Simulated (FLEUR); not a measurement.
# Anisotropy of FePt (volume factor 0.88 on the database's cell) with FLEUR

Wanted: anisotropy for FePt (volume factor 0.88 on the database's cell), with the cost of each step.

Method: PBE; all-electron FLAPW, Dirac cores, scalar-relativistic bands, in FLEUR MaX-R8.1.

## 1. The starting structure

The structure is tetragonal, space group P4/mmm (No. 123). Conventional cell: a = 2.610 Å, b = 2.610 Å, c = 3.565 Å, α = 90.00°, β = 90.00°, γ = 90.00°. Nearest to Fe lie 8 Pt at 2.57 Å and 4 Fe at 2.61 Å. Nearest to Pt lie 8 Fe at 2.57 Å and 4 Pt at 2.61 Å. Farther neighbours are not listed.

Coordinates:

```
Fe Pt
1.0
     2.60989    0.00000    0.00000
     0.00000    2.60989    0.00000
     0.00000    0.00000    3.56482
Fe Pt
1 1
Direct
  0.00000 0.00000 0.00000
  0.50000 0.50000 0.50000
```

The cell is strained on purpose: volume factor 0.88 on the database's cell.

## 2. Self-consistent state

The force theorems are single passes in this state's potential, so it has to be converged first.

No symmetry is used, so that later steps may turn the spins freely; k and −k are joined. inpgen writes inp.xml from crystal.txt; cutoffs, mixing, functional, smearing and local orbitals are then set in the file. The k list scf (kpts.xml, not shown) is a Γ-centred 12×12×12 mesh; where the ranks do not divide the number of points, some are split in two of half the weight.

File inp.xml:

```
<?xml version="1.0" encoding="UTF-8" standalone="no"?>
<fleurInput fleurInputVersion="0.39">
   <comment>
      FePt
   </comment>
   <calculationSetup>
      <cutoffs Kmax="3.6" Gmax="10.8" GmaxXC="10.8" numbands="0"/>
      <scfLoop itmax="110" minDistance="0.00002" maxIterBroyd="15" imix="Anderson" alpha="0.05" precondParam="0.0" spinf="2.0" sdNocoIR="T"/>
      <coreElectrons ctail="F" frcor="F" kcrel="0" coretail_lmax="0"/>
      <xcFunctional name="pbe" relativisticCorrections="F"/>
      <magnetism jspins="2" l_noco="F" l_ss="F">
         <qss>0.0 0.0 0.0</qss>
         <mtNocoParams l_mperp="F" l_mtNocoPot="F" l_relaxSQA="F" mag_mixing_scheme="0" mix_RelaxWeightOffD="1.0" l_constrained="F" mix_constr="1.0"/>
         <sourceFreeMag l_sourceFree="F" l_scaleMag="F" mag_scale="1.0"/>
      </magnetism>
      <soc l_soc="F" theta="0.0" phi="0.0" spav="F"/>
      <expertModes spex="0" secvar="F"/>
      <geometryOptimization l_f="F" forcealpha="1.0" forcemix="BFGS" epsdisp="0.00001" epsforce="0.00001"/>
      <ldaU l_linMix="F" mixParam="0.05" spinf="1.0"/>
   </calculationSetup>
   <cell>
      <bzIntegration valenceElectrons="32.0" mode="hist" fermiSmearingEnergy="0.00183747">
         <kPointListSelection listName="scf"/>
         <xi:include xmlns:xi="http://www.w3.org/2001/XInclude" href="kpts.xml"> </xi:include>
      </bzIntegration>
      <xi:include xmlns:xi="http://www.w3.org/2001/XInclude" href="sym.xml"> </xi:include>
      <bulkLattice scale="1.0">
         <bravaisMatrix>
            <row-1>    4.9319705123182453     0.0000000000000000     0.0000000000000000</row-1>
            <row-2>    0.0000000000000000     4.9319705123182453     0.0000000000000000</row-2>
            <row-3>    0.0000000000000000     0.0000000000000000     6.7365266237907395</row-3>
         </bravaisMatrix>
      </bulkLattice>
   </cell>
   <atomSpecies>
      <species name="Iron (Fe) 2.800" element="Fe" atomicNumber="26">
         <mtSphere radius="2.36" gridPoints="781" logIncrement="0.016"/>
         <atomicCutoffs lmax="8" lnonsphr="6"/>
         <electronConfig flipSpins="F">
            <coreConfig>(1s1/2) (2s1/2) (2p1/2) (2p3/2)</coreConfig>
            <valenceConfig>(3s1/2) (3p1/2) (3p3/2) (4s1/2) (3d3/2) (3d5/2)</valenceConfig>
            <stateOccupation state="(3d3/2)" spinUp="1.4" spinDown="1.0"/>
            <stateOccupation state="(3d5/2)" spinUp="3.0" spinDown="0.6"/>
         </electronConfig>
         <energyParameters s="4" p="4" d="3" f="4"/>
         <lo type="SCLO" l="0" n="3" eDeriv="0"/>
         <lo type="SCLO" l="1" n="3" eDeriv="0"/>
      </species>
      <species name="Platinum (Pt)" element="Pt" atomicNumber="78">
         <mtSphere radius="2.36" gridPoints="781" logIncrement="0.017"/>
         <atomicCutoffs lmax="8" lnonsphr="6"/>
         <electronConfig flipSpins="F">
            <coreConfig>(1s1/2) (2s1/2) (2p1/2) (2p3/2) (3s1/2) (3p1/2) (3p3/2) (4s1/2) (3d3/2) (3d5/2) (4p1/2) (4p3/2) (5s1/2) (4d3/2) (4d5/2) (4f5/2) (4f7/2)</coreConfig>
            <valenceConfig>(5p1/2) (5p3/2) (6s1/2) (5d3/2) (5d5/2)</valenceConfig>
            <stateOccupation state="(6s1/2)" spinUp="0.500000" spinDown="0.500000"/>
            <stateOccupation state="(5d3/2)" spinUp="1.800000" spinDown="1.800000"/>
            <stateOccupation state="(5d5/2)" spinUp="2.700000" spinDown="2.700000"/>
         </electronConfig>
         <energyParameters s="6" p="6" d="5" f="5"/>
         <lo type="SCLO" l="1" n="5" eDeriv="0"/>
      </species>
   </atomSpecies>
   <atomGroups>
      <atomGroup species="Iron (Fe) 2.800">
         <relPos label="                   1">.0000000000 .0000000000 .0000000000</relPos>
         <force calculate="T" relaxXYZ="TTT"/>
         <nocoParams  alpha="0.0" beta="0.0"/>
      </atomGroup>
      <atomGroup species="Platinum (Pt)">
         <relPos label="                   2">1.000/2.000 1.000/2.000 1.000/2.000</relPos>
         <force calculate="T" relaxXYZ="TTT"/>
         <nocoParams  alpha="0.0" beta="0.0"/>
      </atomGroup>
   </atomGroups>
   <output dos="F" band="F" slice="F">
      <bandDOS minEnergy="-.5*Htr" maxEnergy="0.5*Htr" sigma="0.015" storeEVData="T"/>
      <plotting iplot="0" polar="F">
         <plot TwoD="T" vec1="  1.0  0.0  0.0" vec2="  0.0  1.0  0.0" vec3="  0.0  0.0  1.0" zero="  0.0  0.0  0.0" file="plot"/>
      </plotting>
      <moessbauerParams electricFieldGradient="F" isomerShift="F" coreHyperfine="F" valenceHyperfine="F"/>
   </output>
</fleurInput>
```

File crystal.txt:

```
FePt
&input film=F cartesian=F /
2.60988640000  0.00000000000  0.00000000000
0.00000000000  2.60988640000  0.00000000000
0.00000000000  0.00000000000  3.56481637000
1.8897261246
1.0 1.0 1.0

2
26 0.00000000000  0.00000000000  0.00000000000 : 2.800
78 0.50000000000  0.50000000000  0.50000000000

&kpt div1=12 div2=12 div3=12 gamma=T /
```

The run is started by

```console
$ OMP_NUM_THREADS=1 inpgen -f crystal.txt -nosym -noco > inpgen.log  # inp.xml is then edited as shown
$ OMP_NUM_THREADS=1 mpirun -n 4 fleur_MPI > fleur.log
```

Log:

```text
Welcome to FLEUR        (www.flapw.de)
      MaX-Release 8.1          (www.max-centre.eu)

 ========== k-point set info ==========
 Selected k-point list: scf
 k-point list type: mesh
 0 x 0 x 0
 Number of k points: 868

 ------------Calculation Setup---------------------------
 Number of MPI-tasks      :            4
 Number of PE/node        :            4
 Number of OMP-threads    :            1
 k-points in parallel     :            4
 pe's per k-point         :            1
 No of k-point loops      :          217
 Eigenvalue solver        :       lapack
 Number of basis functions:          152
 Approximate size of matrices (H+S) per k-point:         0.001 GB
 --------------------------------------------------------
 Complex matrix made real
 Complex matrix made real
 Iteration:     1   Distance:      41.87018704 me/bohr^3
 Iteration:     2   Distance:      19.56547481 me/bohr^3
 Iteration:     3   Distance:      14.09842942 me/bohr^3
 Iteration:     4   Distance:       8.76205273 me/bohr^3
 Iteration:     5   Distance:       5.92122619 me/bohr^3
 Iteration:     6   Distance:       6.29277075 me/bohr^3
 Iteration:     7   Distance:       3.27000637 me/bohr^3
 Iteration:     8   Distance:       2.82538448 me/bohr^3
 Iteration:     9   Distance:       1.01670816 me/bohr^3
 Iteration:    10   Distance:       0.99010275 me/bohr^3
 Iteration:    11   Distance:       0.25900406 me/bohr^3
 Iteration:    12   Distance:       0.20853106 me/bohr^3
 Iteration:    13   Distance:       0.04968199 me/bohr^3
 Iteration:    14   Distance:       0.06661919 me/bohr^3
 Iteration:    15   Distance:       0.02603433 me/bohr^3
 Iteration:    16   Distance:       0.02427488 me/bohr^3
 Iteration:    17   Distance:       0.01930604 me/bohr^3
 Iteration:    18   Distance:       0.00629147 me/bohr^3
 Iteration:    19   Distance:       0.00295771 me/bohr^3
 Iteration:    20   Distance:       0.00169597 me/bohr^3
 Iteration:    21   Distance:       0.00073560 me/bohr^3
 Iteration:    22   Distance:       0.00018489 me/bohr^3
 Iteration:    23   Distance:       0.00007321 me/bohr^3
 Iteration:    24   Distance:       0.00005233 me/bohr^3
 Iteration:    25   Distance:       0.00001059 me/bohr^3

 ********************************************************************
 Run finished successfully
 Stop message:
   all done
 ********************************************************************

--- out.xml (last complete iteration) ---
<iteration numberForCurrentRun="   25" overallNumber="   25">
         [... left out ...]
         <bandgap value="0.0000000000" units="eV"/>
         <sumValenceSingleParticleEnergies value="-15.6040367393" units="Htr"/>
         <FermiEnergy value="0.5233564582" units="Htr"/>
         <valenceDensity>
            <mtCharges spin="1">
               <mtCharge atomType="1" total="8.9417824" s="1.2112307" p="3.2384714" d="4.4527098" f="0.0292364"/>
               <mtCharge atomType="2" total="7.3155649" s="0.2421937" p="3.1688939" d="3.8659831" f="0.0301035"/>
            </mtCharges>
            <mtCharges spin="2">
               <mtCharge atomType="1" total="6.2471209" s="1.2057247" p="3.2430374" d="1.7617545" f="0.0272576"/>
               <mtCharge atomType="2" total="6.9460916" s="0.2581657" p="3.2047385" d="3.4516202" f="0.0248001"/>
            </mtCharges>
            <spinDependentCharge spin="1" total="17.5043922" interstitial="1.2470449" mtSpheres="16.2573473"/>
            <spinDependentCharge spin="2" total="14.4956078" interstitial="1.3023954" mtSpheres="13.1932125"/>
            <totalCharge value="32.0000000000"/>
         </valenceDensity>
         [... left out ...]
         <allElectronCharges>
            <spinDependentCharge spin="1" total="53.5043922" interstitial="1.2481763" mtSpheres="52.2562159"/>
            <spinDependentCharge spin="2" total="50.4956078" interstitial="1.3035328" mtSpheres="49.1920750"/>
            <totalCharge value="104.0000000123"/>
         </allElectronCharges>
         <magneticMomentsInMTSpheres units="muBohr">
            <globalMagMoment atomType="1" vec="0.00000   0.00000   2.69466"/>
            <localMagMoment atomType="1" vec="0.00000   0.00000   2.69466"/>
            <globalMagMoment atomType="2" vec="0.00000   0.00000   0.36948"/>
            <localMagMoment atomType="2" vec="0.00000   0.00000   0.36948"/>
         </magneticMomentsInMTSpheres>
         <moessbauerParams unitsHFF="kG" unitsIS="e/bohr^3" unitsEFG="Htr/bohr^2">
         </moessbauerParams>
         <totalEnergy value="   -19719.5304521129" units="Htr">
            <sumOfEigenvalues value="   -12052.6038559205">
               <coreElectrons value="-12036.9998191812"/>
               <valenceElectrons value="-15.6040367393"/>
            </sumOfEigenvalues>
            <densityCoulombPotentialIntegral value="-33913.9106999045"/>
            <densityEffectivePotentialIntegral value="-34454.3503398060"/>
            <chargeDenXCDenIntegral value="-413.4124096897"/>
            <FockExchangeEnergyValence value="0.0000000000"/>
            <FockExchangeEnergyCore value="0.0000000000"/>
            <atomTypeDependentContributions atomType="1">
               <electronNucleiInteractionDifferentMTs value="1521.9949659011"/>
               <MadelungTerm value="-10.6665784701"/>
            </atomTypeDependentContributions>
            <atomTypeDependentContributions atomType="2">
               <electronNucleiInteractionDifferentMTs value="23172.8537802240"/>
               <MadelungTerm value="-45.3938517614"/>
            </atomTypeDependentContributions>
            <tkbTimesEntropy value="0.0003819531"/>
            <freeEnergy value="-19719.5308340660"/>
            <extrapolationTo0K value="-19719.5306430894"/>
         </totalEnergy>
         <densityConvergence units="me/bohr^3">
            <chargeDensity spin="1" distance="0.0000049517"/>
            <chargeDensity spin="2" distance="0.0000077864"/>
            <overallChargeDensity distance="0.0000105941"/>
            <spinDensity distance="0.0000076197"/>
         </densityConvergence>
      </iteration>
```

Run time: 2.9 min. Hardware: 4 MPI ranks of Arm Neoverse V2, shared host; peak memory 0.54 GiB; 12 min of CPU time.

Numbers from this step:

| Quantity | Value |
| --- | --- |
| free energy | -536595.7701 eV |
| program's band gap on this mesh (in a metal only a level spacing) | 0 eV |
| magnetization | 3.009 μB |
| final state | ferromagnetic |
| largest moment | 2.695 μB |

After 25 cycles the largest moment stands at 2.69 μB.

## 3. Anisotropy by the force theorem, rung 1

Anisotropy is a small difference, so it is taken from sums over occupied states at a frozen potential, where most errors cancel.

One pass with spin–orbit coupling for each direction, from the saved density. Inversion lets half of the mesh serve, which the program's warning doesn't know. The k list mae (kpts.xml, not shown) is a Γ-centred 15×15×11 mesh.

inp.xml: that of step 2 with these lines changed.

```diff
@@ -6,4 +6,4 @@
    <calculationSetup>
-      <cutoffs Kmax="3.6" Gmax="10.8" GmaxXC="10.8" numbands="0"/>
-      <scfLoop itmax="110" minDistance="0.00002" maxIterBroyd="15" imix="Anderson" alpha="0.05" precondParam="0.0" spinf="2.0" sdNocoIR="T"/>
+      <cutoffs Kmax="3.6" Gmax="10.8" GmaxXC="10.8" numbands="72"/>
+      <scfLoop itmax="1" minDistance="0.00002" maxIterBroyd="15" imix="Anderson" alpha="0.05" precondParam="0.0" spinf="2.0" sdNocoIR="T"/>
       <coreElectrons ctail="F" frcor="F" kcrel="0" coretail_lmax="0"/>
@@ -15,3 +15,3 @@
       </magnetism>
-      <soc l_soc="F" theta="0.0" phi="0.0" spav="F"/>
+      <soc l_soc="T" theta="0.0" phi="0.0" spav="F"/>
       <expertModes spex="0" secvar="F"/>
@@ -22,3 +22,3 @@
       <bzIntegration valenceElectrons="32.0" mode="hist" fermiSmearingEnergy="0.00183747">
-         <kPointListSelection listName="scf"/>
+         <kPointListSelection listName="mae"/>
          <xi:include xmlns:xi="http://www.w3.org/2001/XInclude" href="kpts.xml"> </xi:include>
@@ -81,2 +81,5 @@
    </output>
+   <forceTheorem>
+      <MAE theta="0.0 1.5707963 1.5707963 0.7853982" phi="0.0 0.0 0.7853982 0.0"/>
+   </forceTheorem>
 </fleurInput>
```

The run is started by

```console
$ OMP_NUM_THREADS=1 mpirun -n 4 fleur_MPI -warn_only > fleur.log
```

Log:

```text
[banner, memory and clock lines left out]
Welcome to FLEUR        (www.flapw.de)
      MaX-Release 8.1          (www.max-centre.eu)
************FLEUR-Warning*****************
Error message: k-point set is not compatible to missing time-reversal symmetry in calculation.
Error occurred in subroutine: gen_bz
Error from PE:0/4
************FLEUR-Warning*****************
Error message: k-point set is not compatible to missing time-reversal symmetry in calculation.
Error occurred in subroutine: gen_bz
Error from PE:2/4
*****************************************
Other PEs with error messages:
     1-k-point set is not compatible to missing time-reversal symmetry in calculation.
     2-k-point set is not compatible to missing time-reversal symmetry in calculation.
*****************************************

 ========== k-point set info ==========
 Selected k-point list: mae
 k-point list type: mesh
 0 x 0 x 0
 Number of k points: 1240

 [... set-up left out ...]
 ********************************************************************
 Run finished successfully
 Stop message:
   Forcetheorem MAE
 ********************************************************************

--- out.xml (force theorem) ---
<Forcetheorem_MAE Angles="4" units="Htr">
            <Angle theta="0.0000000" phi="0.0000000" ev-sum="-15.651767924"/>
            <Angle theta="1.5707963" phi="0.0000000" ev-sum="-15.651656073"/>
            <Angle theta="1.5707963" phi="0.7853982" ev-sum="-15.651657889"/>
            <Angle theta="0.7853982" phi="0.0000000" ev-sum="-15.651712127"/>
         </Forcetheorem_MAE>
```

It took 70 s on 4 MPI ranks; peak memory 1.1 GiB; 4.6 min of CPU time.

Anisotropy energies, by row:

```
                              axis       x       y       z  band energy less the first axis' (meV a cell)
                             [001]       0       0       1                                              0
                             [100]       1       0       0                                          3.044
                             [110]  0.7071  0.7071       0                                          2.994
45 degrees from [001] toward [100]  0.7071       0  0.7071                                          1.518
```

Indices are those of the standard conventional cell; x, y, z give the same directions in the axes of the input.

## 4. Anisotropy by the force theorem, rung 2

A second rung shows how far the first can be trusted.

The k list mae (kpts.xml, not shown) is a Γ-centred 21×21×16 mesh.

inp.xml is that of step 3.

Log:

```text
[banner, memory and clock lines left out]
Welcome to FLEUR        (www.flapw.de)
      MaX-Release 8.1          (www.max-centre.eu)
************FLEUR-Warning*****************
Error message: k-point set is not compatible to missing time-reversal symmetry in calculation.
Error occurred in subroutine: gen_bz
Error from PE:0/4
Other PEs with error messages:
     2-k-point set is not compatible to missing time-reversal symmetry in calculation.
     3-k-point set is not compatible to missing time-reversal symmetry in calculation.
*****************************************

[...]
Error from PE:2/4
*****************************************
 [... set-up left out ...]
 ********************************************************************
 Run finished successfully
 Stop message:
   Forcetheorem MAE
 ********************************************************************

--- out.xml (force theorem) ---
<Forcetheorem_MAE Angles="4" units="Htr">
            <Angle theta="0.0000000" phi="0.0000000" ev-sum="-15.651861517"/>
            <Angle theta="1.5707963" phi="0.0000000" ev-sum="-15.651727672"/>
            <Angle theta="1.5707963" phi="0.7853982" ev-sum="-15.651728749"/>
            <Angle theta="0.7853982" phi="0.0000000" ev-sum="-15.651794864"/>
         </Forcetheorem_MAE>
```

The job ended after 3.3 min (4 MPI ranks; peak memory 2.8 GiB; 13 min of CPU time).

Anisotropy energies, by row:

```
                              axis       x       y       z  band energy less the first axis' (meV a cell)
                             [001]       0       0       1                                              0
                             [100]       1       0       0                                          3.642
                             [110]  0.7071  0.7071       0                                          3.613
45 degrees from [001] toward [100]  0.7071       0  0.7071                                          1.814
```

(Continued in part 2 of 2.)

[Logs and program files are shortened in this print: banners, set-up blocks, solver, clock and traceback lines can be left out without a mark of their own.]

[Logs are printed without paths, hosts, clocks, repeated set-up lines and the standing remarks that a program may print on its own settings, such as how far it seeks lower states.]

[Hosts, paths, dates, database ids (printed as entryN), source tags and the programs' standing remarks are cut or masked in the printed files.]

[Where a cell is said to come from a database of computed structures, the database is the Materials Project.]
